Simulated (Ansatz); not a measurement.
# KMgF3 (Pm-3m): Grüneisen parameters, part 2 of 2

Wanted: mode Grüneisen parameters of KMgF3 (Pm-3m).

Ansatz 0.2.0; DFT PBEsol, scalar-relativistic, plane waves, PAW; PAW set soft_1.

So far, highest frequency on the path or at a solved wavevector (cm⁻¹): step 2 (the dispersion) 552.

## Step 4: Phonons at the other volume, volume ratio 0.97

The phonons are repeated at this volume on the same k and q meshes.

input.yaml reads:

```yaml
crystal:
  lattice:
    - [3.9518658555, 0.0, 0.0]
    - [0.0, 3.9518658555, 0.0]
    - [0.0, 0.0, 3.9518658555]
  atoms:
    - { symbol: K, position: [0.5, 0.5, 0.5] }
    - { symbol: Mg, position: [0.0, 0.0, 0.0] }
    - { symbol: F, position: [0.5, 0.0, 0.0] }
    - { symbol: F, position: [0.0, 0.5, 0.0] }
    - { symbol: F, position: [0.0, 0.0, 0.5] }
kpoints:
  mp_grid: { grid: [8, 8, 8] }
hamiltonian:
  xc: pbesol
  pseudopotentials: { kind: paw, azcp: { folder: soft_1 }, xc_functional: pbe }
scf:
  occupations: { method: fixed }
output:
  eigenvalues: true
phonons:
  method: dfpt
  dielectric: true
  rigid_motions: translations
  qmesh: [4, 4, 4]
  temperatures: { t_max: 1000, t_step: 50 }
  qpath:
    path:
      - [[0.0, 0.0, 0.0], [0.0, 0.5, 0.0], [0.5, 0.5, 0.0], [0.0, 0.0, 0.0], [0.5, 0.5, 0.5], [0.0, 0.5, 0.0]]
      - [[0.5, 0.5, 0.5], [0.5, 0.5, 0.0]]
    npoints: 10
```

Run with:

```bash
> ansatz run input.yaml --threads 4 --pin off --max-ram 10240MiB --backend cpu --events-out ev --progress --plain --runs-dir out
```

Numbers of over 12 decimals in the logs are rounded to 6 here.

What it wrote:

```text
[...]
Crystal: 5 atoms, lattice volume = 61.717 Å³
Basis set: ecut = 420 eV, 1213 PW (Γ), exchange–correlation on 54×54×54 points (8 copies of the dense FFT grid, shifted against one another)
Bands: 25, of which v1, the nominal top of the filled ones, is band 20 counted from 1 (19 counted from 0)
Symmetry: 48 space group operations
k-points: 170 of 512 (irreducible under 2 space group operations, time reversal used)
[...]
SCF iter   1: F=—  HF=-5841.089125 eV  |F-HF|=—  |Δ(HF+E_count)|=         —  Δρ=1.49e-1  dr2=1.09e1  ethr=3.10e-3  ⟨swp⟩=4.2  Hψ=18699  notcnv=0  defer=200
[...]
SCF iter  10: F=-5837.486816 eV  HF=-5837.486816 eV  |F-HF|=1.27e-11  |Δ(HF+E_count)|=  8.64e-10  Δρ=1.21e-7  dr2=6.84e-12  ethr=1.00e-12  ⟨swp⟩=12.6  Hψ=28536  notcnv=0
SCF 1 converged in 10 iterations: F = -5837.486816 eV  dr2 = 6.84e-12
[...]
DFPT response loops at Γ: preconditioner auto → none (the input reference at scf.mixing.eps_inf says where Resta's filter doesn't serve); β = 0.50; Broyden in place of MSR1
NSCF: frozen V_eff on 35 k-points
[...]
SCF converged after 10 iterations
Free energy (F): -5837.486816 eV
[...]
Internal energy: -5837.486816 eV  (E = F + TS)
E sigma→0 (E₀):  -5837.486816 eV
Fermi energy:    2.961613 eV
[...]
--- Band table (eV; the first three rows and the last of 170) ---
  k-point 0: bands = [... 16 lower, 2.3017, 2.6395, 2.6395, 2.6395, 10.3000, 12.9482, 12.9482, 15.1428, ... 1 higher]
  k-point 1: bands = [... 16 lower, 2.2668, 2.4790, 2.6058, 2.6058, 10.5855, 13.0973, 13.1264, 15.2189, ... 1 higher]
  k-point 2: bands = [... 16 lower, 2.1813, 2.1813, 2.5252, 2.5252, 11.3400, 13.4696, 13.5539, 15.4211, ... 1 higher]
  k-point 169: bands = [... 16 lower, 1.8228, 2.9616, 2.9616, 2.9616, 13.3830, 13.3830, 13.3830, 16.9989, ... 1 higher]
--- Phonons (Γ-DFPT): 4 representative perturbations + reference, on 170 of 512 k-points (Σ response iterations 12) ---
  k mesh reduced under 2 symmetry operations, with k and −k counted as one. Each operation leaves every solved perturbation unchanged. A smaller set is not considered because the run solves the response to a homogeneous field
  ASR residual: 1.206e-3 → 0.000e0 eV/Å²; symmetrization residual: 4.864e-6 eV/Å²
  ASR residual per site (eV/Å²): 2.18e-5 1.21e-3 3.70e-4 3.70e-4 3.70e-4
[...]
ε∞ (high-frequency dielectric tensor):
        2.133320     0.000000     0.000000
        0.000000     2.133320     0.000000
        0.000000     0.000000     2.133320
  ε⁰ (static dielectric tensor: ions relaxed, cell fixed):
        6.551056    -0.000000     0.000000
       -0.000000     6.551056     0.000000
        0.000000     0.000000     6.551056
  ε⁰ − ε∞ (ionic part):
        4.417736    -0.000000     0.000000
       -0.000000     4.417736     0.000000
        0.000000     0.000000     4.417736
  softest optical mode at Γ: 154.15 cm⁻¹; the repairs (sum rule, projections) moved no ω² at Γ by more than (3.81 cm⁻¹)²
  Born effective charges Z* (e; rows j = field, columns β = displacement):
    site 0:
         1.19304   -0.00000    0.00000
         0.00000    1.19304    0.00000
         0.00000   -0.00000    1.19304
    site 1:
         1.99282    0.00000   -0.00000
        -0.00000    1.99282    0.00000
         0.00000   -0.00000    1.99282
    site 2:
        -1.26282    0.00000   -0.00000
        -0.00000   -0.96152    0.00000
         0.00000   -0.00000   -0.96152
    site 3:
        -0.96152    0.00000   -0.00000
        -0.00000   -1.26282    0.00000
         0.00000   -0.00000   -0.96152
    site 4:
        -0.96152   -0.00000    0.00000
         0.00000   -0.96152    0.00000
         0.00000    0.00000   -1.26282
  Z* charge neutrality: 3.508e-6 e pre-enforcement
  k-mesh period / interband length: 31.6 Å / 0.86 Å = 36.84 at k = (0.0000, 0.0000, 0.0000), direct gap 7.661 eV — 14 or more, which is no proof of convergence
  optical modes at Γ without the LO–TO term, one row a degenerate level:
      ω (cm⁻¹)  modes    IR ((D/Å)²/amu)
        154.15      3             5.2719
        185.27      3             0.0000
        283.00      3             9.0098
        496.05      3            12.0927
  optical modes at Γ + LO–TO along q̂ = [1.0000, 0.0000, 0.0000]:
      ω (cm⁻¹)  modes    IR ((D/Å)²/amu)
        154.15      2             3.5146
        185.27      3             0.0000
        188.69      1             0.2695
        283.00      2             6.0065
        346.29      1             1.6307
        496.05      2             8.0618
        580.35      1             6.8912
  optical modes at Γ + LO–TO along q̂ = [0.0000, 1.0000, 0.0000]:
      ω (cm⁻¹)  modes    IR ((D/Å)²/amu)
        154.15      2             3.5146
        185.27      3             0.0000
        188.69      1             0.2695
        283.00      2             6.0065
        346.29      1             1.6307
        496.05      2             8.0618
        580.35      1             6.8912
  optical modes at Γ + LO–TO along q̂ = [0.0000, 0.0000, 1.0000]:
      ω (cm⁻¹)  modes    IR ((D/Å)²/amu)
        154.15      2             3.5146
        185.27      3             0.0000
        188.69      1             0.2695
        283.00      2             6.0065
        346.29      1             1.6307
        496.05      2             8.0618
        580.35      1             6.8912
--- Phonons (arbitrary-q DFPT): 10 irreducible q on the 4×4×4 mesh ---
[...]
interpolated dispersion: 63 rows × 15 modes
[...]
```

Wall time 12 min (4 threads of Arm Neoverse V1, shared host); peak memory 2 GiB.

This step gave:

| Item | Value |
| --- | --- |
| sum-rule residual before enforcement | 0.001206 eV/Å² |
| miss of the charge sum rule | 3.51e-6 e |
| highest frequency on the path or at a solved wavevector | 580.4 cm⁻¹ |
| mean frequency | 264.9 cm⁻¹ |
| Debye temperature (second moment) | 554 K |
| logarithmic mean frequency | 230.9 cm⁻¹ |
| highest optical mode at the zone centre (no LO-TO term) | 496.1 cm⁻¹ |
| lowest optical zone-centre mode | 154.2 cm⁻¹ |
| mean high-frequency dielectric constant | 2.133 |
| largest Born charge (third of the trace) | 1.993 e |
| mean static dielectric constant | 6.551 |
| top of the zone-centre spectrum with the field | 580.4 cm⁻¹ |
| lowest mode on the q mesh (acoustic modes at Γ apart) | 75.83 cm⁻¹ |
| zero-point energy per atom | 49.26 meV |
| heat capacity at 300 K | 21.39 J/(mol atoms K) |
| vibrational entropy at 300 K | 24.34 J/(mol atoms K) |

Frequencies (cm⁻¹) solved at each irreducible wavevector; negative means imaginary. Frequencies by wavevector, by row:

| q in reciprocal lattice units | star | mode 1 | mode 2 | mode 3 | mode 4 | mode 13 | mode 14 | mode 15 |
| --- | --- | --- | --- | --- | --- | --- | --- | --- |
| 0 0 0 | 1 | 0 | 0 | 0 | 154.2 | 496.1 | 496.1 | 496.1 |
| 0 0 0.25 | 6 | 75.8 | 75.8 | 126.2 | 149.8 | 495.1 | 495.1 | 549.2 |
| 0 0 -0.5 | 3 | 124.4 | 124.4 | 129.5 | 129.5 | 463.1 | 494.1 | 494.1 |
| 0 0.25 0.25 | 12 | 102 | 103.8 | 146.5 | 153.4 | 457.4 | 494.2 | 550.9 |
| 0 0.25 -0.5 | 12 | 124.4 | 124.7 | 139.6 | 149.2 | 443.2 | 493.2 | 514.6 |
| 0 -0.5 -0.5 | 3 | 86 | 124.4 | 139.3 | 139.3 | 422.8 | 492.3 | 493.3 |
| 0.25 0.25 0.25 | 8 | 113.5 | 113.5 | 143 | 144.5 | 456.5 | 456.5 | 556 |
| 0.25 0.25 -0.5 | 12 | 123.5 | 128.8 | 137.9 | 138.5 | 428.9 | 455.7 | 535.2 |
| 0.25 -0.5 -0.5 | 6 | 83.9 | 131.9 | 131.9 | 135.5 | 414.1 | 432.3 | 525.5 |
| -0.5 -0.5 -0.5 | 1 | 81.7 | 81.7 | 81.7 | 145.6 | 404.9 | 404.9 | 517.6 |

The highest optical mode at the zone centre (no LO-TO term) is 496.1 cm⁻¹, +34.7 cm⁻¹ against the base run.

## Step 5: Relaxing at another volume, volume ratio 1.03

The volume is scaled by 1.03 and held; symmetry leaves nothing to relax, so this is a single point. The modes can then be followed against volume.

input.yaml, the sections that differ from step 4:

```yaml
crystal:
  lattice:
    - [4.0317230448, 0.0, 0.0]
    - [0.0, 4.0317230448, 0.0]
    - [0.0, 0.0, 4.0317230448]
  atoms:
    - { symbol: K, position: [0.5, 0.5, 0.5] }
    - { symbol: Mg, position: [0.0, 0.0, 0.0] }
    - { symbol: F, position: [0.5, 0.0, 0.0] }
    - { symbol: F, position: [0.0, 0.5, 0.0] }
    - { symbol: F, position: [0.0, 0.0, 0.5] }
output:
  forces: true
  stress: true
  eigenvalues: true
# kpoints, hamiltonian, scf: as in step 4
# phonons: removed
```

What it wrote:

```text
[...]
Crystal: 5 atoms, lattice volume = 65.535 Å³
Basis set: ecut = 420 eV, 1309 PW (Γ), exchange–correlation on 54×54×54 points (8 copies of the dense FFT grid, shifted against one another)
Bands: 25, of which v1, the nominal top of the filled ones, is band 20 counted from 1 (19 counted from 0)
Symmetry: 48 space group operations
[...]
k-points: 35 of 512
[...]
--- Band table (eV; the first three rows and the last of 35) ---
  k-point 0: bands = [... 16 lower, 1.7987, 2.0771, 2.0771, 2.0771, 9.2985, 12.3135, 12.3135, 14.4350]
  k-point 1: bands = [... 16 lower, 1.7673, 1.9290, 2.0475, 2.0475, 9.5725, 12.4515, 12.4704, 14.5070]
  k-point 2: bands = [... 16 lower, 1.6874, 1.6874, 1.9783, 1.9783, 10.3011, 12.7967, 12.8152, 14.6882]
  k-point 34: bands = [... 16 lower, 1.3109, 2.3993, 2.3993, 2.3993, 12.5893, 12.5893, 12.5893, 15.9349]
[key lines of the parts left out:]
SCF converged after 8 iterations
Free energy (F): -5837.488122 eV
Fermi energy:    2.399339 eV
P = ⅓ Tr σ = -1.9961 GPa (-19.961 kbar)
```

It took 1.2 s on 4 threads; peak memory 0.35 GiB; 4.3 s of CPU time.

Numbers from this step:

```
pressure           : -1.996 GPa
gap on the k-mesh  : 6.899 eV
volume per atom    : 13.11 Å³
direct gap on mesh : 7.221 eV
```

The run ends at a pressure of -2.00 GPa.

## Step 6: Phonons at the other volume, volume ratio 1.03

The phonons are repeated at this volume on the same k and q meshes.

Edit input.yaml of step 5 so:

```diff
@@ -19,4 +19,13 @@
 output:
-  forces: true
-  stress: true
   eigenvalues: true
+phonons:
+  method: dfpt
+  dielectric: true
+  rigid_motions: translations
+  qmesh: [4, 4, 4]
+  temperatures: { t_max: 1000, t_step: 50 }
+  qpath:
+    path:
+      - [[0.0, 0.0, 0.0], [0.0, 0.5, 0.0], [0.5, 0.5, 0.0], [0.0, 0.0, 0.0], [0.5, 0.5, 0.5], [0.0, 0.5, 0.0]]
+      - [[0.5, 0.5, 0.5], [0.5, 0.5, 0.0]]
+    npoints: 10
```

What it wrote:

```text
[...]
Crystal: 5 atoms, lattice volume = 65.535 Å³
Basis set: ecut = 420 eV, 1309 PW (Γ), exchange–correlation on 54×54×54 points (8 copies of the dense FFT grid, shifted against one another)
Bands: 25, of which v1, the nominal top of the filled ones, is band 20 counted from 1 (19 counted from 0)
Symmetry: 48 space group operations
k-points: 170 of 512 (irreducible under 2 space group operations, time reversal used)
[...]
ω (cm⁻¹)  modes    IR ((D/Å)²/amu)
[...]
optical modes at Γ + LO–TO along q̂ = [0.0000, 0.0000, 1.0000]:
      ω (cm⁻¹)  modes    IR ((D/Å)²/amu)
[...]
278.86      2             6.2719
        331.80      1             1.0604
        428.17      2             7.7342
        525.79      1             7.5481
--- Phonons (arbitrary-q DFPT): 10 irreducible q on the 4×4×4 mesh ---
[...]
interpolated dispersion: 63 rows × 15 modes
[...]
[key lines of the parts left out:]
SCF converged after 10 iterations
Free energy (F): -5837.488122 eV
Fermi energy:    2.399352 eV
```

It took 12 min on 4 threads; peak memory 2 GiB.

Numbers from this step:

```
sum-rule residual before enforcement                    : 0.001255 eV/Å²
miss of the charge sum rule                             : 6.05e-6 e
highest frequency on the path or at a solved wavevector : 525.8 cm⁻¹
mean frequency                                          : 242 cm⁻¹
Debye temperature (second moment)                       : 504 K
logarithmic mean frequency                              : 211.5 cm⁻¹
highest optical mode at the zone centre (no LO-TO term) : 428.2 cm⁻¹
lowest optical zone-centre mode                         : 130.6 cm⁻¹
mean high-frequency dielectric constant                 : 2.104
largest Born charge (third of the trace)                : 2.012 e
mean static dielectric constant                         : 7.736
top of the zone-centre spectrum with the field          : 525.8 cm⁻¹
lowest mode on the q mesh (acoustic modes at Γ apart)   : 71.34 cm⁻¹
zero-point energy per atom                              : 45.01 meV
heat capacity at 300 K                                  : 21.90 J/(mol atoms K)
vibrational entropy at 300 K                            : 26.23 J/(mol atoms K)
```

The highest optical mode at the zone centre (no LO-TO term) is 428.2 cm⁻¹, -33.2 cm⁻¹ against the base run.

## Step 7: Grüneisen parameters

The Grüneisen parameter of a mode is minus the logarithmic change of its frequency with volume, −d ln ω / d ln V; weighted by heat capacity it gives the expansion.

Numbers from this step:

- bulk modulus: 72.5 GPa

Phonon branches along the path, in cm⁻¹:

| point | branch 1 | branch 2 | branch 3 | branch 4 | branch 12 | branch 13 | branch 14 | branch 15 |
| --- | --- | --- | --- | --- | --- | --- | --- | --- |
| Γ | 0 | 0 | 0 | 142 | 339 | 461 | 461 | 552 |
| halfway | 74 | 74 | 119 | 139 | 360 | 460 | 460 | 524 |
| X | 116 | 116 | 124 | 124 | 438 | 451 | 459 | 459 |
| halfway | 116 | 120 | 133 | 141 | 388 | 430 | 458 | 488 |
| M | 86 | 115 | 130 | 130 | 408 | 408 | 457 | 470 |
| halfway | 96 | 100 | 138 | 145 | 358 | 425 | 459 | 524 |
| Γ | 0 | 0 | 0 | 142 | 339 | 461 | 461 | 552 |
| halfway | 108 | 108 | 134 | 141 | 353 | 424 | 424 | 529 |
| R | 82 | 82 | 82 | 136 | 388 | 388 | 388 | 495 |
| halfway | 121 | 121 | 130 | 133 | 378 | 415 | 424 | 508 |
| X | 116 | 116 | 124 | 124 | 438 | 451 | 459 | 459 |
| jump to R | 82 | 82 | 82 | 136 | 388 | 388 | 388 | 495 |
| halfway | 84 | 126 | 129 | 129 | 399 | 399 | 403 | 500 |
| M | 86 | 115 | 130 | 130 | 408 | 408 | 457 | 470 |

The same for volume x 0.97:

| point | branch 1 | branch 2 | branch 3 | branch 4 | branch 12 | branch 13 | branch 14 | branch 15 |
| --- | --- | --- | --- | --- | --- | --- | --- | --- |
| Γ | 0 | 0 | 0 | 154 | 346 | 496 | 496 | 580 |
| X | 124 | 124 | 130 | 130 | 461 | 463 | 494 | 494 |
| M | 86 | 124 | 139 | 139 | 423 | 423 | 492 | 493 |
| Γ | 0 | 0 | 0 | 154 | 346 | 496 | 496 | 580 |
| R | 82 | 82 | 82 | 146 | 405 | 405 | 405 | 518 |
| X | 124 | 124 | 130 | 130 | 461 | 463 | 494 | 494 |
| R | 82 | 82 | 82 | 146 | 405 | 405 | 405 | 518 |
| M | 86 | 124 | 139 | 139 | 423 | 423 | 492 | 493 |

The same for volume x 1.03:

| point | branch 1 | branch 2 | branch 3 | branch 4 | branch 12 | branch 13 | branch 14 | branch 15 |
| --- | --- | --- | --- | --- | --- | --- | --- | --- |
| Γ | 0 | 0 | 0 | 131 | 332 | 428 | 428 | 526 |
| X | 108 | 108 | 120 | 120 | 416 | 426 | 426 | 439 |
| M | 86 | 107 | 120 | 120 | 395 | 395 | 424 | 448 |
| Γ | 0 | 0 | 0 | 131 | 332 | 428 | 428 | 526 |
| R | 82 | 82 | 82 | 127 | 373 | 373 | 373 | 473 |
| X | 108 | 108 | 120 | 120 | 416 | 426 | 426 | 439 |
| R | 82 | 82 | 82 | 127 | 373 | 373 | 373 | 473 |
| M | 86 | 107 | 120 | 120 | 395 | 395 | 424 | 448 |

Mode Grueneisen parameter -dln(w)/dln(V), modes matched by rank; at Γ the acoustic branches take the value of a neighbouring point of the path. Mode grüneisen parameters along the path, in :

| point | branch 1 | branch 2 | branch 3 | branch 4 | branch 12 | branch 13 | branch 14 | branch 15 |
| --- | --- | --- | --- | --- | --- | --- | --- | --- |
| Γ | 0.63 | 0.63 | 2.06 | 2.77 | 0.71 | 2.45 | 2.45 | 1.65 |
| halfway | 1.02 | 1.02 | 1.86 | 2.52 | 0.80 | 2.46 | 2.46 | 1.55 |
| X | 2.29 | 2.29 | 1.28 | 1.28 | 1.70 | 1.40 | 2.47 | 1.95 |
| halfway | 2.43 | 1.67 | 1.46 | 1.97 | 2.38 | 0.97 | 2.48 | 1.77 |
| M | 0.06 | 2.57 | 2.46 | 2.46 | 1.12 | 1.12 | 2.50 | 1.59 |
| halfway | 1.88 | 1.39 | 1.98 | 1.93 | 0.71 | 2.47 | 2.47 | 1.62 |
| Γ | 0.82 | 2.01 | 1.65 | 2.77 | 0.71 | 2.45 | 2.45 | 1.65 |
| halfway | 1.80 | 1.80 | 2.24 | 1.26 | 0.66 | 2.47 | 2.47 | 1.65 |
| R | -0.16 | -0.16 | -0.16 | 2.24 | 1.36 | 1.36 | 1.36 | 1.50 |
| halfway | 1.50 | 1.73 | 1.84 | 1.59 | 2.40 | 1.47 | 2.08 | 1.70 |
| X | 2.29 | 2.29 | 1.28 | 1.28 | 1.70 | 1.40 | 2.47 | 1.95 |
| jump to R | -0.16 | -0.16 | -0.16 | 2.24 | 1.36 | 1.36 | 1.36 | 1.50 |
| halfway | -0.04 | 1.93 | 1.07 | 1.52 | 1.69 | 1.21 | 1.93 | 1.64 |
| M | 0.06 | 2.57 | 2.46 | 2.46 | 1.12 | 1.12 | 2.50 | 1.59 |

(dS/dlnV)/C_V. Thermodynamic Grueneisen parameter against temperature:

| temperature (K) | thermodynamic Grueneisen parameter |
| --- | --- |
| 50 | 1.58 |
| 100 | 1.47 |
| 150 | 1.45 |
| 200 | 1.45 |
| 250 | 1.45 |
| 300 | 1.46 |
| 350 | 1.46 |
| 400 | 1.46 |
| 450 | 1.46 |
| 500 | 1.46 |
| 550 | 1.46 |
| 600 | 1.46 |
| 650 | 1.47 |
| 700 | 1.47 |
| 750 | 1.47 |
| 800 | 1.47 |
| 850 | 1.47 |
| 900 | 1.47 |
| 950 | 1.47 |
| 1000 | 1.47 |

Gamma C_V/(B V) at the static volume. Volume expansion against temperature:

| temperature (K) | volume expansion (1e-6/K) |
| --- | --- |
| 50 | 11.5 |
| 100 | 29.6 |
| 150 | 41.2 |
| 200 | 48.7 |
| 250 | 53.5 |
| 300 | 56.7 |
| 350 | 58.9 |
| 400 | 60.4 |
| 450 | 61.5 |
| 500 | 62.2 |
| 550 | 62.9 |
| 600 | 63.3 |
| 650 | 63.7 |
| 700 | 64 |
| 750 | 64.2 |
| 800 | 64.5 |
| 850 | 64.6 |
| 900 | 64.8 |
| 950 | 64.9 |
| 1000 | 65.0 |

## Step 8: Summary of results

| Item | Value |
| --- | --- |
| bulk modulus | 72.5 GPa |
| gap deformation potential | -7.32 eV |
| thermodynamic Grüneisen parameter at 300 K | 1.455 |
| volume expansion at 300 K, estimated | 56.71 × 10⁻⁶ K⁻¹ |

**Reading.** By this estimate the volume grows by 56.7 × 10⁻⁶ per kelvin at 300 K. Without the field, the highest optical mode at Γ goes from 496 to 428 cm⁻¹ as the cell grows, a Grüneisen parameter of 2.45. Mode parameters on the path run from -0.16 to 2.8, with a median of 1.4. Branches are matched by rank, so values near crossings are rough. The expansion is the Grüneisen estimate at the static volume, with the static bulk modulus. The PAW files were made for PBE and serve the other functionals too.

[Logs are printed without paths, hosts, clocks, repeated set-up lines and the standing remarks that a program may print on its own settings, such as how far it seeks lower states.]

[Hosts, paths, dates, database ids (printed as entryN), source tags and the programs' standing remarks are cut or masked in the printed files.]
